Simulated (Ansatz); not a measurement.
# Meshes and cutoff for the phonons of V (Im-3m, 1 atom in the cell), part 3 of 3

How do the frequencies of V (Im-3m, 1 atom in the cell) move with q mesh, k mesh and cutoff?

Ansatz 0.2.0; DFT PBE, scalar-relativistic, plane waves, PAW.

So far, highest frequency on the path or at a solved wavevector (cm⁻¹): step 3 (the dispersion) 259; step 4 (q mesh 2×2×2) 259; step 6 (k-mesh 24×24×24, q mesh 6×6×6) 258; step 12 (k-mesh 30×30×30, q mesh 2×2×2) 258. The relaxed cell has a = 2.997 Å (conventional setting).

### Step 16. Another cutoff, cutoff 290 eV, q mesh 2×2×2

The cutoff is set to 290 eV on a small fixed q mesh.

input.yaml reads:

```yaml
crystal:
  lattice:
    - [-1.4983256871, 1.4983256871, 1.4983256871]
    - [1.4983256871, -1.4983256871, 1.4983256871]
    - [1.4983256871, 1.4983256871, -1.4983256871]
  atoms:
    - { symbol: V, position: [0.0, 0.0, 0.0] }
kpoints:
  mp_grid: { grid: [20, 20, 20] }
hamiltonian:
  xc: pbe
scf:
  occupations: { method: methfessel_paxton, width: 0.2 }
output:
  eigenvalues: true
phonons:
  method: dfpt
  qmesh: [2, 2, 2]
  temperatures: { t_max: 1000, t_step: 50 }
  qpath:
    path:
      - [[0.0, 0.0, 0.0], [0.5, -0.5, 0.5], [0.0, 0.0, 0.5], [0.0, 0.0, 0.0], [0.25, 0.25, 0.25], [0.5, -0.5, 0.5]]
      - [[0.25, 0.25, 0.25], [0.0, 0.0, 0.5]]
    npoints: 10
basis:
  ecutwfc: 290
```

Started as:

```bash
ansatz run input.yaml --threads 4 --pin off --max-ram 7168MiB --backend cpu --events-out ev --progress --plain --runs-dir out
```

Numbers of over 12 decimals in the logs are rounded to 6 here.

The program printed:

```text
[...]
Crystal: 1 atoms, lattice volume = 13.455 Å³
Basis set: ecut = 290 eV, 141 PW (Γ), exchange–correlation on 30×30×30 points (8 copies of the dense FFT grid, shifted against one another)
Bands: 11, of which v1, the nominal top of the filled ones, is band 7 counted from 1 (6 counted from 0)
Symmetry: 48 space group operations
k-points: 256 of 8000
[...]
SCF iter   1: F=—  HF=-2912.151397 eV  |F-HF|=—  |Δ(HF+E_count)|=         —  Δρ=1.06e-2  dr2=4.12e-3  ethr=1.77e-3  ⟨swp⟩=3.9  Hψ=13722  notcnv=0
[...]
SCF iter   7: F=-2912.146465 eV  HF=-2912.146465 eV  |F-HF|=4.55e-13  |Δ(HF+E_count)|=  1.91e-11  S|Δr|=    0.00e0  Δρ=4.91e-8  dr2=7.89e-14  ethr=1.00e-12  ⟨swp⟩=4.3  Hψ=9320  notcnv=0
SCF 1 converged in 7 iterations: F = -2912.146465 eV  dr2 = 7.89e-14
[...]
SCF converged after 7 iterations
[...]
Free energy (F): -2912.146465 eV
[...]
Internal energy: -2912.146457 eV  (E = F + TS)
E sigma→0 (E₀):  -2912.146463 eV
Entropy (-TS):   -0.000008 eV (-0.008 meV/atom)
Fermi energy:    16.519041 eV
[...]
--- Band table (eV; the first three rows and the last of 256) ---
  k-point 0: bands = [... 3 lower, -20.5541, 9.9446, 16.9359, 16.9359, 16.9359, 19.0161, 19.0161, 37.0946]
  k-point 1: bands = [... 3 lower, -20.5534, 10.0474, 16.8932, 16.9281, 17.0087, 18.9653, 19.0207, 36.9208]
  k-point 2: bands = [... 3 lower, -20.5561, 10.3443, 16.7684, 16.8751, 17.2168, 18.8253, 18.9881, 36.3706]
  k-point 255: bands = [... 3 lower, -21.1848, 13.5036, 13.5036, 20.2359, 20.2359, 20.2359, 26.8254, 26.8254]
[...]
ASR residual: 2.537e-5 → 0.000e0 eV/Å²; symmetrization residual: 1.592e-12 eV/Å²
  ASR residual per site (eV/Å²): 2.54e-5
  Γ frequencies (cm⁻¹): 0.00 0.00 0.00
--- Phonons (arbitrary-q DFPT): 3 irreducible q on the 2×2×2 mesh ---
[...]
interpolated dispersion: 62 rows × 3 modes
[...]
```

Run time: 9.9 s. Hardware: 4 threads of Arm Neoverse V2, shared host; peak memory 0.84 GiB.

The run finished; it serves as a test, and its numbers are not taken as the result.

### Step 17. Another cutoff, cutoff 360 eV, q mesh 2×2×2

The cutoff is set to 360 eV on a small fixed q mesh.

input.yaml, as its differences from that of step 16:

```diff
@@ -25,2 +25,2 @@
 basis:
-  ecutwfc: 290
+  ecutwfc: 360
```

The program printed:

```text
[...]
Crystal: 1 atoms, lattice volume = 13.455 Å³
Basis set: ecut = 360 eV, 201 PW (Γ), exchange–correlation on 36×36×36 points (8 copies of the dense FFT grid, shifted against one another)
Bands: 11, of which v1, the nominal top of the filled ones, is band 7 counted from 1 (6 counted from 0)
Symmetry: 48 space group operations
k-points: 256 of 8000
[...]
k-point 255: bands = [... 3 lower, -21.0650, 13.5459, 13.5459, 20.2804, 20.2804, 20.2804, 26.7713, 26.7713]
[...]
ASR residual: 7.023e-5 → 0.000e0 eV/Å²; symmetrization residual: 1.191e-12 eV/Å²
  ASR residual per site (eV/Å²): 7.02e-5
  Γ frequencies (cm⁻¹): 0.00 0.00 0.00
--- Phonons (arbitrary-q DFPT): 3 irreducible q on the 2×2×2 mesh ---
[...]
interpolated dispersion: 62 rows × 3 modes
[...]
[key lines of the parts left out:]
SCF converged after 6 iterations
Free energy (F): -2912.402833 eV
Fermi energy:    16.546499 eV
```

Wall time 12 s (4 threads); peak memory 0.96 GiB; 43 s of CPU time.

Frequencies (cm⁻¹) solved at each irreducible wavevector; negative means imaginary. Frequencies by wavevector, by row:

| q in reciprocal lattice units | star | mode 1 | mode 2 | mode 3 |
| --- | --- | --- | --- | --- |
| 0 0 0 | 1 | 0 | 0 | 0 |
| 0 0 -0.5 | 6 | 173 | 182.2 | 234.3 |
| -0.5 -0.5 -0.5 | 1 | 259.4 | 259.4 | 259.4 |

Against step 4 (now cutoff 360 eV), the highest frequency on the path or at a solved wavevector stays at 259 cm⁻¹.

### Step 18. Another cutoff, cutoff 550 eV, q mesh 2×2×2

The cutoff is set to 550 eV on a small fixed q mesh.

input.yaml, as its differences from that of step 17:

```diff
@@ -25,2 +25,2 @@
 basis:
-  ecutwfc: 360
+  ecutwfc: 550
```

The program printed:

```text
[...]
Crystal: 1 atoms, lattice volume = 13.455 Å³
Basis set: ecut = 550 eV, 381 PW (Γ), exchange–correlation on 40×40×40 points (8 copies of the dense FFT grid, shifted against one another)
Bands: 11, of which v1, the nominal top of the filled ones, is band 7 counted from 1 (6 counted from 0)
Symmetry: 48 space group operations
k-points: 256 of 8000
[...]
k-point 255: bands = [... 3 lower, -21.0624, 13.5467, 13.5467, 20.2827, 20.2827, 20.2827, 26.7684, 26.7684]
[...]
ASR residual: 4.723e-6 → 0.000e0 eV/Å²; symmetrization residual: 1.213e-12 eV/Å²
  ASR residual per site (eV/Å²): 4.72e-6
  Γ frequencies (cm⁻¹): 0.00 0.00 0.00
--- Phonons (arbitrary-q DFPT): 3 irreducible q on the 2×2×2 mesh ---
[...]
interpolated dispersion: 62 rows × 3 modes
[...]
[key lines of the parts left out:]
SCF converged after 7 iterations
Free energy (F): -2912.413481 eV
Fermi energy:    16.545586 eV
```

It took 19 s on 4 threads; peak memory 1.3 GiB; 72 s of CPU time.

Frequencies (cm⁻¹) solved at each irreducible wavevector; negative means imaginary. Frequencies by wavevector, by row:

| q in reciprocal lattice units | star | mode 1 | mode 2 | mode 3 |
| --- | --- | --- | --- | --- |
| 0 0 0 | 1 | 0 | 0 | 0 |
| 0 0 -0.5 | 6 | 173.9 | 182.3 | 234.5 |
| -0.5 -0.5 -0.5 | 1 | 259.1 | 259.1 | 259.1 |

Against step 4 (now cutoff 550 eV), the highest frequency on the path or at a solved wavevector stays at 259 cm⁻¹.

### Step 19. What came out

```yaml
mean_frequency_q_mesh_2x2x2: 191 cm⁻¹
mean_frequency_q_mesh_3x3x3: 178 cm⁻¹
mean_frequency_q_mesh_6x6x6: 177 cm⁻¹
lowest_mode_on_the_q_mesh_acoustic_modes_at_gamma_apart_k_mesh_6x6x6: 27.8 cm⁻¹
lowest_mode_on_the_q_mesh_acoustic_modes_at_gamma_apart_k_mesh_10x10x10: 160 cm⁻¹
lowest_mode_on_the_q_mesh_acoustic_modes_at_gamma_apart_k_mesh_16x16x16: 168 cm⁻¹
lowest_mode_on_the_q_mesh_acoustic_modes_at_gamma_apart_k_mesh_20x20x20: 174 cm⁻¹
lowest_mode_on_the_q_mesh_acoustic_modes_at_gamma_apart_k_mesh_30x30x30: 174 cm⁻¹
lowest_mode_on_the_q_mesh_acoustic_modes_at_gamma_apart_cutoff_170_ev: -558 cm⁻¹
lowest_mode_on_the_q_mesh_acoustic_modes_at_gamma_apart_cutoff_230_ev: 177 cm⁻¹
lowest_mode_on_the_q_mesh_acoustic_modes_at_gamma_apart_cutoff_290_ev: 170 cm⁻¹
lowest_mode_on_the_q_mesh_acoustic_modes_at_gamma_apart_cutoff_360_ev: 173 cm⁻¹
lowest_mode_on_the_q_mesh_acoustic_modes_at_gamma_apart_cutoff_550_ev: 174 cm⁻¹
```

**Reading.** Over the whole q mesh series, coarse runs included, the lowest frequency on the path runs from -22.1 to 0.0 cm⁻¹; the two finest runs still differ by up to 22.1 cm⁻¹, so convergence is not shown. The k mesh changes along this series too, so part of the change is its. Over the whole k mesh series, coarse runs included, the lowest mode on the q mesh (acoustic modes at Γ apart) runs from 27.8 to 174.2 cm⁻¹; from 20×20×20 on all solved modes stay within 2.6 cm⁻¹ of the finest run (30×30×30), against a tolerance of 2.6. Over the whole cutoff series, coarse runs included, the lowest mode on the q mesh (acoustic modes at Γ apart) runs from -558.3 to 176.6 cm⁻¹; from 360 eV on all solved modes stay within 1.0 cm⁻¹ of the finest run (550 eV), against a tolerance of 2.6. All runs share the cell relaxed at the base settings, which is not exactly at rest under another k mesh or cutoff. With no gap, or one that is small against the smearing, the frequencies hang on the k mesh and the smearing, most of all near Kohn anomalies. The phonon runs are without spin polarisation, although the cell has an odd electron count. A phonon run warned that its eigensolver left some bands unconverged in a pass. These are harmonic frequencies at zero temperature: anharmonic shifts, linewidths and thermal expansion are left out.

[Logs are printed without paths, hosts, clocks, repeated set-up lines and the standing remarks that a program may print on its own settings, such as how far it seeks lower states.]

[Hosts, paths, dates, database ids (printed as entryN), source tags and the programs' standing remarks are cut or masked in the printed files.]
